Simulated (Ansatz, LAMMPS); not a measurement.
# Gap against volume in amorphous 31Ga2O3-69TiO2 (mol %) (116 atoms)

Density of this cell: 4.35 g/cm³. The cell holds 116 atoms: 20 Ga, 22 Ti and 74 O. Cell: a = 11.423 Å, b = 10.874 Å, c = 11.179 Å, α = 93.0°, β = 88.0°, γ = 89.0°. The starting structure: 116 atoms (20 Fe, 22 Ti, 74 O) placed at random at 3.92 g/cm³, melted at 5000 K for 10 ps at fixed volume with the Morse and Coulomb pair potential with partial charges (Pedone, Malavasi, Menziani, Cormack and Segre, J. Phys. Chem. B 110, 11780 (2006)). Quenched from 5000 K to 300 K at 20 K/ps and fixed volume, held 10 ps at zero pressure, then minimised at fixed cell. Then Fe was replaced by Ga and the cell scaled by 1.006 (the potential has no terms for the new elements, so the cell is a start for a DFT relaxation).

Calculated with Ansatz 0.2.0: Kohn-Sham DFT, PBE, PAW (set soft_1), plane waves; cutoff 420 eV, Γ point, fixed occupations. The relaxed cell was scaled evenly and the atoms were relaxed at each volume. The gap is that between the highest filled and the lowest empty Kohn-Sham level on the run's k-points.

| volume (Å³/atom) | gap (eV) |
| --- | --- |
| 10.750 | 2.851 |
| 11.228 | 2.731 |
| 11.586 | ? |
| 11.944 | 2.699 |
| 12.303 | 2.607 |
| 12.661 | 2.565 |

Task: Fit a straight line in ln V to the rows given and interpolate to the withheld row.

Worked fit:

A volume deformation potential makes the spacing linear in u = ln(V/V0), with V0 = 11.944 Å³ the relaxed volume; v is the spacing.

| u = ln(V/V0) | v (eV) |
| --- | --- |
| -0.105361 | 2.8509 |
| -0.0618752 | 2.7306 |
| 0 | 2.6989 |
| 0.0295584 | 2.6075 |
| 0.0582693 | 2.5653 |

With n = 5: mean u = -0.0158816, mean v = 2.69064, Σ(u − ū)² = 0.017937, Σ(u − ū)(v − v̄) = -0.029119. Slope b = -0.029119 / 0.017937 = -1.6234; intercept a = v̄ − b ū = 2.6649.

At the withheld volume u = -0.03046, and v = a + b u.

Prediction at 11.586: 2.714 eV. The run gave 2.761 eV, so the fit is low by 0.047 eV (1.7 % of the value).

The rows follow a line only loosely (correlation 0.96 in size over all rows, under the 0.97 asked here), so the slope of -1.62 eV is a mean trend and no deformation potential. Among the rows given, the largest miss of the fit is at 11.228, by 0.035 eV (12 % of the range of the table).

Limits: The table spans 16 % in volume, wide for a linear law. Semilocal functionals tend to put gaps under measured ones. Only the Γ point is sampled. Atoms move by up to 1.2 Å in these relaxations, so the structure changes along the series. Defect or tail levels can set the spacing of a disordered cell.

[Hosts, paths, dates, database ids (printed as entryN), source tags and the programs' standing remarks are cut or masked in the printed files.]
